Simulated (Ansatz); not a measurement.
# CsZnH3 in P4bm, a phase reached by a soft mode: a soft mode frozen in, part 2 of 3

Which phase does CsZnH3 in P4bm, a phase reached by a soft mode fall into along its unstable mode, and how much energy does it gain?

Ansatz 0.2.0; DFT r2SCAN, scalar-relativistic, plane waves, PAW; PAW set soft_1.

So far. Step 2 (Linear response at the zone centre): Before it was imposed, the acoustic sum rule was missed by 1.1e-4 eV/Å² and the charge sum rule by 0.0090 e. Small misses are needed for a sound result but don't prove that mesh and cutoff are converged. The lowest optical mode is imaginary, 91.2i cm⁻¹, so the energy falls along it. Step 3 (The mode frozen in, largest atomic shift 0 Å): At this level the gap is 3.87 eV on the k-mesh of the self-consistent run, which can miss the band edges.

The structure was built from a prototype and need not be the compound's stable phase.

### 4. The mode frozen in, largest atomic shift 0.45 Å

The atoms are moved along the unstable eigenvector, the largest shift by 0.45 Å, with the cell fixed.

Input file input.yaml:

```yaml
crystal:
  lattice:
    - [5.927903034, 0.0, 0.0]
    - [0.0, 5.927903034, 0.0]
    - [0.0, 0.0, 5.3127044245]
  atoms:
    - { symbol: Cs, position: [0.4990771531, 0.5021372315, 0.0294963537] }
    - { symbol: Cs, position: [0.0009228469, 0.0021372315, 0.0294963537] }
    - { symbol: Zn, position: [0.0268813408, 0.4967437348, 0.5638645355] }
    - { symbol: Zn, position: [0.4731186592, -0.0032562652, 0.5638645355] }
    - { symbol: H, position: [0.2027484871, 0.2811309075, 0.5012424396] }
    - { symbol: H, position: [0.8553280893, 0.6285513053, 0.3814801802] }
    - { symbol: H, position: [0.2972515129, 0.7811309075, 0.5012424396] }
    - { symbol: H, position: [0.6446719107, 0.1285513053, 0.3814801802] }
    - { symbol: H, position: [0.0012454562, 0.5197274121, 0.8679630063] }
    - { symbol: H, position: [0.4987545438, 0.0197274121, 0.8679630063] }
kpoints:
  mp_grid: { grid: [4, 4, 4] }
hamiltonian:
  xc: r2scan
  pseudopotentials: { kind: paw, azcp: { folder: soft_1 } }
scf:
  occupations: { method: gaussian, width: 0.02 }
output:
  forces: true
  stress: true
  eigenvalues: true
```

Command:

```sh
> ansatz run input.yaml --threads 4 --pin off --max-ram 16384MiB --backend cpu --events-out ev --progress --plain --runs-dir out
```

Numbers of over 12 decimals in the logs are rounded to 6 here.

The program printed:

```text
[...]
Crystal: 10 atoms, lattice volume = 186.689 Å³
Basis set: ecut = 500 eV, 4711 PW (Γ), exchange–correlation on 180×180×160 points (64 copies of the dense FFT grid, shifted against one another)
Bands: 34, of which v1, the nominal top of the filled ones, is band 24 counted from 1 (23 counted from 0)
Symmetry: 2 space group operations
[...]
k-point 0: bands = [... 20 lower, 1.3400, 1.4449, 1.8749, 2.3669, 6.7470, 6.7612, 7.3706, 7.6972, ... 3 higher]
  k-point 1: bands = [... 20 lower, 1.1059, 1.1357, 1.4997, 1.8706, 6.6193, 7.2269, 7.4776, 7.7983, ... 3 higher]
  k-point 2: bands = [... 20 lower, 0.6056, 0.8812, 1.2526, 1.4177, 6.6589, 7.2808, 7.5185, 7.9682, ... 3 higher]
  k-point 29: bands = [... 20 lower, 1.3489, 1.3489, 1.8373, 1.8373, 6.8486, 6.8486, 8.4036, 8.4036, ... 3 higher]
[key lines of the parts left out:]
SCF converged after 9 iterations
Free energy (F): -18120.951086 eV
Fermi energy:    4.180260 eV
P = ⅓ Tr σ = -0.8339 GPa (-8.339 kbar)
```

The job ended after 12 s (4 threads of Arm Neoverse V1, shared host; peak memory 0.81 GiB; 47 s of CPU time).

This step gave:

```yaml
pressure: -0.8339 GPa
gap_on_the_k_mesh: 3.627 eV
energy_from_the_undistorted_cell: -3.423 meV/atom
```

The energy, extrapolated to zero smearing, is -3.42 meV/atom against the undistorted cell.

The run ends at a pressure of -0.83 GPa, with forces up to 0.41 eV/Å.

### 5. Energy along the mode, all amplitudes (two of the runs are shown above)

An imaginary frequency means negative curvature, so the energy should fall and then rise again as anharmonic terms take over.

Numbers from this step:

- depth at the lowest point sampled: 3.423 meV/atom
- largest atomic shift at that point: 0.45 Å

Table of energy from the parent by largest atomic shift:

```
largest atomic shift (Å)  energy from the parent (meV/atom)
                   0.000                                  0
                   0.040                             -0.051
                   0.080                             -0.203
                   0.140                             -0.602
                   0.220                              -1.38
                   0.320                              -2.50
                   0.450                              -3.42
                   0.600                              -1.91
```

Displacement at unit largest shift by atom:

```
atom  x (Å)  y (Å)  z (Å)  size
 Cs1  -0.01   0.03   0.00  0.03
 Cs2   0.01   0.03   0.00  0.03
 Zn3   0.35  -0.04   0.00  0.36
 Zn4  -0.35  -0.04   0.00  0.36
  H5   0.38  -0.59   0.71  1.00
  H6   0.38  -0.59  -0.71  1.00
  H7  -0.38  -0.59   0.71  1.00
  H8  -0.38  -0.59  -0.71  1.00
  H9   0.02   0.26   0.00  0.26
 H10  -0.02   0.26   0.00  0.26
```

The lowest of the steps tried is at 0.45 Å, 3.42 meV/atom below the parent; the bottom of the well need not coincide with a step.

### 6. Relaxing from the distorted cell

Starting from the lowest point found, all atoms and the cell are let go, so that strain and other modes of the same symmetry can join in.

Changes to input.yaml since step 4:

```diff
@@ -22,3 +22,3 @@
 scf:
-  occupations: { method: gaussian, width: 0.02 }
+  occupations: { method: fixed }
 output:
@@ -27 +27,6 @@
   eigenvalues: true
+relax:
+  adjacent_minimum: "off"
+  f_tol: 0.002
+  max_steps: 120
+  cell: { stress_tol: 0.03 }
```

The program printed:

```text
[...]
Crystal: 10 atoms, lattice volume = 186.689 Å³
Basis set: ecut = 500 eV, 4711 PW (Γ), exchange–correlation on 180×180×160 points (64 copies of the dense FFT grid, shifted against one another)
Bands: 34, of which v1, the nominal top of the filled ones, is band 24 counted from 1 (23 counted from 0)
Symmetry: 2 space group operations
[...]
k-points: 30 of 64 (time reversal used)
[...]
SCF iter   1: F=—  HF=-18124.354568 eV  |F-HF|=—  |Δ(HF+E_count)|=         —  Δρ=9.34e-2  dr2=1.35e1  dr2_τ=4.87e-2  ethr=3.10e-3  ⟨swp⟩=5.0  Hψ=4165  notcnv=0  defer=226
[...]
SCF iter   9: F=-18120.951086 eV  HF=-18120.951086 eV  |F-HF|=6.62e-8  |Δ(HF+E_count)|=   1.81e-7  Δρ=8.06e-6  dr2=9.21e-8  dr2_τ=1.27e-9  ethr=2.08e-10  ⟨swp⟩=15.0  Hψ=7205  notcnv=0
SCF 1 converged in 9 iterations: F = -18120.951086 eV  dr2 = 9.21e-8
[...]
relax step   1: F+E_penalty+E_count = -18120.95108570 eV  Δ(F+E_penalty+E_count) = +0.000e0 eV  max|allowed force component| = 2.541e-1 eV/Å  Δτ_max = 0.0000 Å  P = -0.834 GPa  Ω = 186.689 Å³  (9 SCF iters, dr2 threshold 1.00e-7 eV, accepted)
Crystal: 10 atoms, lattice volume = 186.186 Å³
Basis set: ecut = 500 eV, 4719 PW (Γ), exchange–correlation on 180×180×160 points (64 copies of the dense FFT grid, shifted against one another)
[...]
iter 1 solved again at ethr=5.83e-4 eV; its pass at ethr=3.10e-3 eV (dr2=2.80e-1 eV) is discarded
[...]
SCF iter   8: F=-18121.097055 eV  HF=-18121.097055 eV  |F-HF|=4.88e-8  |Δ(HF+E_count)|=   6.57e-7  Δρ=8.02e-6  dr2=1.81e-7  dr2_τ=1.64e-9  ethr=2.08e-9  ⟨swp⟩=13.2  Hψ=6435  notcnv=0
SCF 2 converged in 8 iterations: F = -18121.097055 eV  dr2 = 1.81e-7
[...]
relax step   2: F+E_penalty+E_count = -18121.09705528 eV  Δ(F+E_penalty+E_count) = -1.460e-1 eV  max|allowed force component| = 3.477e-1 eV/Å  Δτ_max = 0.1945 Å  P = -0.254 GPa  Ω = 186.186 Å³  energy of the carried Pulay correction = +6.961e-5 eV  (8 SCF iters, dr2 threshold 1.00e-6 eV, accepted)
Crystal: 10 atoms, lattice volume = 185.104 Å³
Basis set: ecut = 500 eV, 4675 PW (Γ), exchange–correlation on 180×180×160 points (64 copies of the dense FFT grid, shifted against one another)
[...]
SCF iter   8: F=-18121.236741 eV  HF=-18121.236741 eV  |F-HF|=7.11e-8  |Δ(HF+E_count)|=   6.62e-7  Δρ=9.00e-6  dr2=2.50e-7  dr2_τ=2.11e-9  ethr=2.08e-9  ⟨swp⟩=14.2  Hψ=7239  notcnv=0
SCF 3 converged in 8 iterations: F = -18121.236741 eV  dr2 = 2.50e-7
relax step   3: F+E_penalty+E_count = -18121.23674143 eV  Δ(F+E_penalty+E_count) = -1.397e-1 eV  max|allowed force component| = 4.588e-1 eV/Å  Δτ_max = 0.1930 Å  P = +0.338 GPa  Ω = 185.104 Å³  energy of the carried Pulay correction = +2.201e-4 eV  (8 SCF iters, dr2 threshold 1.00e-6 eV, accepted)
[... from here on, the SCF cycles and remarks between the steps are left out ...]
relax step   4: F+E_penalty+E_count = -18121.33834200 eV  Δ(F+E_penalty+E_count) = -1.016e-1 eV  max|allowed force component| = 6.476e-1 eV/Å  Δτ_max = 0.1930 Å  P = +0.771 GPa  Ω = 184.117 Å³  energy of the carried Pulay correction = +3.580e-4 eV  (8 SCF iters, dr2 threshold 1.00e-6 eV, accepted)
relax step   5: F+E_penalty+E_count = -18121.45892724 eV  Δ(F+E_penalty+E_count) = -1.206e-1 eV  max|allowed force component| = 1.146e-1 eV/Å  Δτ_max = 0.2000 Å  P = +0.379 GPa  Ω = 186.309 Å³  energy of the carried Pulay correction = +5.259e-5 eV  (7 SCF iters, dr2 threshold 1.00e-6 eV, accepted)
relax step   6: F+E_penalty+E_count = -18121.44784000 eV  Δ(F+E_penalty+E_count) = +1.109e-2 eV  max|allowed force component| = 2.876e-1 eV/Å  Δτ_max = 0.1591 Å  P = -0.067 GPa  Ω = 189.349 Å³  energy of the carried Pulay correction = -3.653e-4 eV  (7 SCF iters, dr2 threshold 1.00e-6 eV, rejected (line search))
relax step   7: F+E_penalty+E_count = -18121.48354526 eV  Δ(F+E_penalty+E_count) = -2.462e-2 eV  max|allowed force component| = 7.766e-2 eV/Å  Δτ_max = 0.0794 Å  P = -0.016 GPa  Ω = 188.724 Å³  energy of the carried Pulay correction = -2.800e-4 eV  (11 SCF iters, accepted)
relax step   8: F+E_penalty+E_count = -18121.50052120 eV  Δ(F+E_penalty+E_count) = -1.698e-2 eV  max|allowed force component| = 3.205e-2 eV/Å  Δτ_max = 0.1000 Å  P = -0.097 GPa  Ω = 188.612 Å³  energy of the carried Pulay correction = -2.646e-4 eV  (7 SCF iters, dr2 threshold 3.77e-7 eV, accepted)
relax step   9: F+E_penalty+E_count = -18121.51516265 eV  Δ(F+E_penalty+E_count) = -1.464e-2 eV  max|allowed force component| = 6.759e-2 eV/Å  Δτ_max = 0.1463 Å  P = -0.199 GPa  Ω = 187.157 Å³  energy of the carried Pulay correction = -6.465e-5 eV  (8 SCF iters, dr2 threshold 6.42e-8 eV, accepted)
relax step  10: F+E_penalty+E_count = -18121.52003392 eV  Δ(F+E_penalty+E_count) = -4.871e-3 eV  max|allowed force component| = 6.768e-2 eV/Å  Δτ_max = 0.1273 Å  P = -0.143 GPa  Ω = 185.637 Å³  energy of the carried Pulay correction = +1.459e-4 eV  (8 SCF iters, dr2 threshold 2.86e-7 eV, accepted)
relax step  11: F+E_penalty+E_count = -18121.52120809 eV  Δ(F+E_penalty+E_count) = -1.174e-3 eV  max|allowed force component| = 1.030e-1 eV/Å  Δτ_max = 0.0189 Å  P = +0.078 GPa  Ω = 185.038 Å³  energy of the carried Pulay correction = +2.293e-4 eV  (6 SCF iters, dr2 threshold 2.97e-7 eV, accepted)
relax step  12: F+E_penalty+E_count = -18121.52251987 eV  Δ(F+E_penalty+E_count) = -1.312e-3 eV  max|allowed force component| = 2.041e-2 eV/Å  Δτ_max = 0.0162 Å  P = +0.012 GPa  Ω = 185.673 Å³  energy of the carried Pulay correction = +1.408e-4 eV  (6 SCF iters, dr2 threshold 6.63e-7 eV, accepted)
relax step  13: F+E_penalty+E_count = -18121.52289034 eV  Δ(F+E_penalty+E_count) = -3.705e-4 eV  max|allowed force component| = 7.565e-4 eV/Å  Δτ_max = 0.0072 Å  P = -0.003 GPa  Ω = 185.756 Å³  energy of the carried Pulay correction = +1.293e-4 eV  (6 SCF iters, dr2 threshold 2.60e-8 eV, accepted)
relax step  14: F+E_penalty+E_count = -18121.52289620 eV  Δ(F+E_penalty+E_count) = -5.863e-6 eV  max|allowed force component| = 1.765e-3 eV/Å  Δτ_max = 0.0020 Å  P = -0.001 GPa  Ω = 185.752 Å³  energy of the carried Pulay correction = +1.298e-4 eV  (8 SCF iters, accepted)
Basis set: ecut = 500 eV, 4687 PW (Γ), exchange–correlation on 180×180×180 points (64 copies of the dense FFT grid, shifted against one another)
[...]
SCF iter   7: F=-18121.523759 eV  HF=-18121.523759 eV  |F-HF|=1.46e-11  |Δ(HF+E_count)|=  8.37e-10  Δρ=6.15e-8  dr2=4.66e-12  dr2_τ=1.47e-13  ethr=1.00e-12  ⟨swp⟩=15.1  Hψ=6757  notcnv=0
SCF 15 converged in 7 iterations: F = -18121.523759 eV  dr2 = 4.66e-12
relax step  15: F+E_penalty+E_count = -18121.52375863 eV  Δ(F+E_penalty+E_count) = -8.624e-4 eV  max|allowed force component| = 1.848e-3 eV/Å  Δτ_max = 0.0000 Å  P = +0.003 GPa  Ω = 185.752 Å³  stress off target by 1.36e-2 GPa  SCF on the basis re-selected at this cell (its energy is not comparable with the rows above)  (7 SCF iters)
basis re-selected at this cell: Δ(F+E_penalty+E_count) = -8.624e-4 eV, ΔP = +0.003 GPa vs the last step (what re-selecting the basis moved, of the pressure what is left beyond the Pulay correction that the steps carried, after the strain that the cell walked since its last selection, with what the two solves' SCF thresholds leave and, on support functions, any second-order correction that the steps lacked; it is no measure of the basis error at this ecutwfc). The dense FFT grid was sized anew with the basis: this SCF ran on 45×45×45 points, the steps before it on 45×45×40, so part of this shift can come from that change (see relax.cell in the input reference). [rest of the remark cut]
SCF converged after 7 iterations
Free energy (F): -18121.523759 eV
[...]
Internal energy: -18121.523759 eV  (E = F + TS)
E sigma→0 (E₀):  -18121.523759 eV
Fermi energy:    2.508479 eV
[...]
--- Forces (eV/Å), atoms counted from 1 ---
  atom   1  Cs     0.00184817    -0.00016517     0.00041956
  atom   2  Cs    -0.00184817    -0.00016517     0.00041956
  atom   3  Zn    -0.00060590    -0.00011988    -0.00061802
  atom   4  Zn     0.00060590    -0.00011988    -0.00061802
  atom   5  H     -0.00009483     0.00039264     0.00038553
  atom   6  H      0.00027346     0.00012575     0.00079727
  atom   7  H      0.00009483     0.00039264     0.00038553
  atom   8  H     -0.00027346     0.00012575     0.00079727
  atom   9  H      0.00062130    -0.00023326    -0.00098281
  atom  10  H     -0.00062130    -0.00023326    -0.00098281
  max |Σ_I F_I| component: 3.05e-6 eV/Å
--- Stress (GPa, compression-positive) ---
        0.004274      -0.000000       0.000000
       -0.000000      -0.010293      -0.000328
        0.000000      -0.000328       0.013631
  P = ⅓ Tr σ = 0.0025 GPa (0.025 kbar)
--- Band table (eV; the first three rows and the last of 30) ---
  k-point 0: bands = [... 20 lower, 1.4794, 1.6564, 1.8898, 2.0851, 6.4933, 6.8985, 7.0693, 7.4396, ... 6 higher]
  k-point 1: bands = [... 20 lower, 0.9950, 1.3826, 1.4983, 1.9769, 6.9102, 7.1897, 7.5454, 8.0033, ... 6 higher]
  k-point 2: bands = [... 20 lower, 0.4863, 0.8610, 1.2890, 1.8926, 7.3195, 7.6303, 8.2523, 8.2999, ... 6 higher]
  k-point 29: bands = [... 20 lower, 1.5695, 1.5695, 1.8416, 1.8416, 6.9528, 6.9528, 8.8808, 8.8808, ... 6 higher]
--- Relaxed structure (14 steps of the walk, 13 accepted, 1 SCFs on fresh bases) ---
  F+E_penalty+E_count = -18121.52375863 eV   max|allowed force component| = 1.848e-3 eV/Å   (the final SCF, on the basis selected at the relaxed cell)
  cell:  # Å, volume = 185.7521 Å³
    - [6.062193, 0.0, 0.0]
    - [0.0, 5.493970, 2.09206636095544e-5]
    - [0.0, 1.8749514201644717e-5, 5.577217]
  atoms:
    - { symbol: Cs, position: [0.496797, 0.535714, 0.068779] }
    - { symbol: Cs, position: [0.00320316, 0.035714, 0.068779] }
    - { symbol: Zn, position: [0.073995, 0.535646, 0.568828] }
    - { symbol: Zn, position: [0.426005, 0.035646, 0.568828] }
    - { symbol: H, position: [0.249842, 0.285494, 0.568772] }
    - { symbol: H, position: [0.957804, 0.535694, 0.312814] }
    - { symbol: H, position: [0.250158, 0.785494, 0.568772] }
    - { symbol: H, position: [0.542196, 0.035694, 0.312814] }
    - { symbol: H, position: [-0.042171, 0.535743, 0.824854] }
    - { symbol: H, position: [0.542171, 0.035743, 0.824854] }
```

Elapsed: 3.3 min, on 4 threads; peak memory 0.9 GiB.

Step by step:

```
step  energy less that of the first step (eV)  largest force component (eV/Å)  pressure (GPa)  volume (Å³)
   1                                   0.0000                          0.2541           -0.83       186.69
   2                                  -0.1460                          0.3478           -0.25       186.19
   3                                  -0.2857                          0.4588            0.34       185.10
   4                                  -0.3873                          0.6476            0.77       184.12
   5                                  -0.5078                          0.1146            0.38       186.31
   6                                  -0.4968                          0.2876           -0.07       189.35
   7                                  -0.5325                          0.0777           -0.02       188.72
   8                                  -0.5494                          0.0321           -0.10       188.61
   9                                  -0.5641                          0.0676           -0.20       187.16
  10                                  -0.5689                          0.0677           -0.14       185.64
  11                                  -0.5701                          0.1030            0.08       185.04
  12                                  -0.5714                          0.0204            0.01       185.67
  13                                  -0.5718                          0.0008            0.00       185.76
  14                                  -0.5718                          0.0018            0.00       185.75
 15*                                  -0.5727                          0.0018            0.00       185.75
```

Relaxation steps marked * repeat the geometry before them on a plane-wave basis chosen anew for their cell, so energy and pressure can jump there. Relaxation step 6 was tried and not accepted.

Forces are held to the 2 operations that the run works with; a distortion that breaks them can't arise in this run.

```
     cell as run  before  after  change
           a (Å)   5.928  6.062  +2.3 %
           b (Å)   5.928  5.494  -7.3 %
           c (Å)   5.313  5.577  +5.0 %
volume (Å³/atom)   18.67  18.58  -0.5 %
```

The atoms that moved most (Å, as changes of fractional coordinates times the final cell):

```
atom      dx      dy      dz  length
  H6   0.621  -0.510  -0.383   0.890
  H8  -0.621  -0.510  -0.383   0.890
  H7  -0.285   0.024   0.377   0.473
  H5   0.285   0.024   0.377   0.473
  H9  -0.263   0.088  -0.240   0.367
 H10   0.263   0.088  -0.240   0.367
 Zn3   0.286   0.214   0.028   0.358
 Zn4  -0.286   0.214   0.028   0.358
```

Numbers from this step:

```
pressure          : 0.002537 GPa
gap on the k-mesh : 3.319 eV
volume per atom   : 18.58 Å³
```

The distorted start has space group Pc; the relaxation ends in Pmma.

### 7. The new phase in its own primitive cell

The relaxed structure is symmetrised, reduced to its primitive cell and relaxed tightly, as its phonons need.

input.yaml, the sections that differ from step 6:

```yaml
crystal:
  lattice:
    - [5.4939702537, 0.0, 0.0]
    - [0.0, 5.5772171914, 0.0]
    - [0.0, 0.0, 6.062193261]
  atoms:
    - { symbol: Cs, position: [0.25, 0.0, 0.2467968385] }
    - { symbol: Cs, position: [0.75, 0.0, 0.7532031615] }
    - { symbol: Zn, position: [0.25, 0.5, 0.823994694] }
    - { symbol: Zn, position: [0.75, 0.5, 0.176005306] }
    - { symbol: H, position: [0.0, 0.5, 0.0] }
    - { symbol: H, position: [0.25, 0.2440351309, 0.7078043435] }
    - { symbol: H, position: [0.5, 0.5, 0.0] }
    - { symbol: H, position: [0.75, 0.2440351309, 0.2921956565] }
    - { symbol: H, position: [0.25, 0.7559648691, 0.7078043435] }
    - { symbol: H, position: [0.75, 0.7559648691, 0.2921956565] }
relax:
  adjacent_minimum: "off"
  f_tol: 0.001
  max_steps: 60
  cell: { stress_tol: 0.01 }
# kpoints, hamiltonian, scf, output: as in step 6
```

The program printed:

```text
[...]
Crystal: 10 atoms, lattice volume = 185.752 Å³
Basis set: ecut = 500 eV, 4687 PW (Γ), exchange–correlation on 180×180×180 points (64 copies of the dense FFT grid, shifted against one another)
Bands: 34, of which v1, the nominal top of the filled ones, is band 24 counted from 1 (23 counted from 0)
Symmetry: 8 space group operations
[...]
k-points: 27 of 64
[...]
- { symbol: Cs, position: [0.75, 0, 0.753037] }
    - { symbol: Zn, position: [0.25, 0.500000, 0.824032] }
    - { symbol: Zn, position: [0.75, 0.500000, 0.175968] }
    - { symbol: H, position: [0, 0.500000, 0] }
    - { symbol: H, position: [0.25, 0.244127, 0.707853] }
    - { symbol: H, position: [0.5, 0.500000, 0] }
    - { symbol: H, position: [0.75, 0.244127, 0.292147] }
    - { symbol: H, position: [0.25, 0.755873, 0.707853] }
    - { symbol: H, position: [0.75, 0.755873, 0.292147] }
[key lines of the parts left out:]
SCF converged after 6 iterations
Free energy (F): -18121.523768 eV
Fermi energy:    2.504066 eV
P = ⅓ Tr σ = 0.0003 GPa (0.003 kbar)
```

Wall time 43 s (4 threads); peak memory 0.98 GiB; 2.8 min of CPU time.

Little changed from the start: no atom moved by 0.005 Å and no cell edge by 0.1 %.

This step gave:

| Item | Value |
| --- | --- |
| pressure | 3.07e-4 GPa |
| gap on the k-mesh | 3.323 eV |
| direct gap on mesh | 3.966 eV |

The largest force component left is 0.19 meV/Å and the pressure is 0.000 GPa, within the tolerances set. The cell now holds 18.58 Å³/atom.

(Continued in part 3 of 3.)

[Logs are printed without paths, hosts, clocks, repeated set-up lines and the standing remarks that a program may print on its own settings, such as how far it seeks lower states.]

[Hosts, paths, dates, database ids (printed as entryN), source tags and the programs' standing remarks are cut or masked in the printed files.]
